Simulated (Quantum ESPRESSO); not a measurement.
## FeNi (Tetrataenite): energy against a fixed spin moment

Aim: the energy of FeNi (Tetrataenite) as a function of the total spin moment of its primitive cell.

Main program and level: Quantum ESPRESSO 7.5; PBEsol; plane waves with GBRV 1.5 PBEsol potentials, no spin-orbit coupling.

Most raw output is cut from this account.

### 1. Starting point

The structure is tetragonal, space group P4/mmm (No. 123). Conventional cell: a = 2.533 Å, b = 2.533 Å, c = 3.582 Å, α = 90.00°, β = 90.00°, γ = 90.00°. Nearest to Fe lie 8 Ni at 2.53 Å and 4 Fe at 2.53 Å. Nearest to Ni lie 8 Fe at 2.53 Å and 4 Ni at 2.53 Å. Farther neighbours are not listed.

The cell comes from the Crystallography Open Database.

### 2. No moment imposed

The input, pw.in:

```
&CONTROL
  calculation = 'scf'
  prefix = 'pwscf'
  outdir = './tmp'
  pseudo_dir = './pseudo'
  disk_io = 'nowf'
  tprnfor = .true.
  tstress = .true.
/
&SYSTEM
  ibrav = 0
  celldm(1) = 8
  nat = 2
  ntyp = 2
  ecutwfc = 40
  ecutrho = 480
  nbnd = 23
  occupations = 'smearing'
  smearing = 'fd'
  degauss = 0.00734986
  nspin = 2
  starting_magnetization(1) = 0.175
  starting_magnetization(2) = 0.0556
/
&ELECTRONS
  conv_thr = 4d-09
  electron_maxstep = 150
  mixing_beta = 0.3
/
ATOMIC_SPECIES
Fe     55.8450 fe_pbesol_v1.5.uspp.F.UPF
Ni     58.6934 ni_pbesol_v1.4.uspp.F.UPF
CELL_PARAMETERS alat
   0.5983345342096    0.0000000000000    0.0000000000000
   0.0000000000000    0.5983345342096    0.0000000000000
   0.0000000000000    0.0000000000000    0.8461248723012
ATOMIC_POSITIONS crystal
Fe      0.0000000000    0.0000000000    0.0000000000
Ni      0.5000000000    0.5000000000    0.5000000000
K_POINTS automatic
10 10 10 0 0 0
```

Launch:

```
> OMP_NUM_THREADS=1 mpirun -n 2 pw.x -nk 2 -in pw.in > pw.out
```

The job ended after 29 s (2 MPI ranks of AMD EPYC 7R43, shared host; peak memory 0.28 GiB).

Spin moment in the atom's sphere by atom:

```csv
atom,spin moment in the atom's sphere (μB)
Fe1,2.73
Ni2,0.71
```

Numbers from this step:

```yaml
smearing_term_ts: 0.04335 eV
pressure: -14.46 GPa
magnetization: 3.361 μB
absolute_magnetization: 3.64 μB
final_state: ferromagnetic
```

### 3. Moment fixed at 0 μB

The two spin channels are filled to separate Fermi energies, so that the total moment meets the target. Half of the up one less the down one is the slope dE/dM.

pw.in, as its differences from that of step 2:

```diff
@@ -16,3 +16,3 @@
   ecutrho = 480
-  nbnd = 23
+  nbnd = 24
   occupations = 'smearing'
@@ -21,4 +21,5 @@
   nspin = 2
-  starting_magnetization(1) = 0.175
-  starting_magnetization(2) = 0.0556
+  starting_magnetization(1) = 0.0088
+  starting_magnetization(2) = 0.0028
+  tot_magnetization = 0
 /
```

It took 44 s on 2 MPI ranks; peak memory 0.28 GiB.

This step gave:

```yaml
magnetization: 0 μB
absolute_magnetization: 0 μB
half_the_difference_of_the_two_fermi_energies: -0.1 meV
largest_moment: 0 μB
```

### 4. Moment fixed at 0.76 μB

pw.in, as its differences from that of step 3:

```diff
@@ -21,5 +21,5 @@
   nspin = 2
-  starting_magnetization(1) = 0.0088
-  starting_magnetization(2) = 0.0028
-  tot_magnetization = 0
+  starting_magnetization(1) = 0.035
+  starting_magnetization(2) = 0.0111
+  tot_magnetization = 0.76
 /
```

Elapsed: 40 s, on 2 MPI ranks; peak memory 0.28 GiB.

Spin moment in the atom's sphere by atom:

```csv
atom,spin moment in the atom's sphere (μB)
Fe1,1.07
Ni2,-0.29
```

Read from the output:

- magnetization: 0.76 μB
- absolute magnetization: 1.412 μB
- half the difference of the two Fermi energies: -167.1 meV

### 5. Moment fixed at 1.52 μB

pw.in, as its differences from that of step 4:

```diff
@@ -21,5 +21,5 @@
   nspin = 2
-  starting_magnetization(1) = 0.035
-  starting_magnetization(2) = 0.0111
-  tot_magnetization = 0.76
+  starting_magnetization(1) = 0.07
+  starting_magnetization(2) = 0.0222
+  tot_magnetization = 1.52
 /
```

Run time: 39 s. Hardware: 2 MPI ranks; peak memory 0.28 GiB.

Read from the output:

```yaml
magnetization: 1.52 μB
absolute_magnetization: 1.886 μB
half_the_difference_of_the_two_fermi_energies: -234.6 meV
largest_moment: 1.684 μB
```

### 6. What a mistake does

As a test, an input with a fault in it is run.

The input, pw.in:

```
&CONTROL
  calculation = 'scf'
  prefix = 'pwscf'
  outdir = './tmp'
  pseudo_dir = './pseudo'
  disk_io = 'nowf'
  tprnfor = .true.
  tstress = .true.
/
&SYSTEM
  ibrav = 0
  nat = 2
  ntyp = 3
  ecutwfc = 40
  ecutrho = 480
  nbnd = 23
  occupations = 'smearing'
  smearing = 'fd'
  degauss = 0.00734986
  nspin = 2
  starting_magnetization(1) = 0.175
  starting_magnetization(2) = 0.0556
/
&ELECTRONS
  conv_thr = 4d-09
  electron_maxstep = 60
  mixing_beta = 0.3
/
ATOMIC_SPECIES
Fe     55.8450 fe_pbesol_v1.5.uspp.F.UPF
Ni     58.6934 ni_pbesol_v1.4.uspp.F.UPF
CELL_PARAMETERS angstrom
   2.5330000000    0.0000000000    0.0000000000
   0.0000000000    2.5330000000    0.0000000000
   0.0000000000    0.0000000000    3.5820000000
ATOMIC_POSITIONS crystal
Fe      0.0000000000    0.0000000000    0.0000000000
Ni      0.5000000000    0.5000000000    0.5000000000
K_POINTS automatic
10 10 10 0 0 0
```

It took 0.77 s on 2 MPI ranks; peak memory 0.05 GiB.

The program refused the input before any cycle.

The program's message: “card_atomic_species (5010): cannot read atomic specie from: CELL_PARAMETERS angstrom”

The fault put into the input: a wrong number of types.

### 7. E(M)

The runs not shown differ in the target, the start and the number of states alone. The point at 3.36 μB is the free run, entered with slope zero.

Table of energy over the lowest by total spin moment:

```csv
total spin moment (μB a cell),energy over the lowest (meV a cell)
0.00,639
0.76,561
1.52,406
2.28,213
3.04,34.1
3.36,0
3.80,96.5
4.56,651
```

dE/dM against total spin moment:

```csv
total spin moment (μB a cell),dE/dM (meV/μB)
0.00,-0.143
0.76,-167
1.52,-235
2.28,-263
3.04,-176
3.36,0
3.80,414
4.56,1097
```

The largest site moment by total spin moment:

```csv
total spin moment (μB a cell),largest site moment (μB)
0.00,8.0e-4
0.76,1.07
1.52,1.68
2.28,2.12
3.04,2.55
3.36,2.73
3.80,2.91
4.56,3.25
```

### 8. Summary of results

```yaml
moment_of_the_free_run: 3.36 μB a cell
energy_at_zero_total_moment: 639 meV a cell over the lowest
delta_e_delta_m2_from_the_lowest_point_to_3p80_and_to_3p04_mu_b: 498 and 334 meV/μB²
```

In words: At zero total moment the site moments vanish, so the 639 meV a cell is the energy of forming them. The points show one minimum alone. All runs start parallel; opposed orders may lie lower. Energies are free energies at an electronic temperature of 1160 K, which lowers moments and differences where the moments are itinerant.

[Logs and program files are shortened in this print: banners, set-up blocks, solver, clock and traceback lines can be left out without a mark of their own.]

[Logs are printed without paths, hosts, clocks, repeated set-up lines and the standing remarks that a program may print on its own settings, such as how far it seeks lower states.]

[Hosts, paths, dates, database ids (printed as entryN), source tags and the programs' standing remarks are cut or masked in the printed files.]

[Where a cell is said to come from a database of computed structures, the database is the Materials Project.]
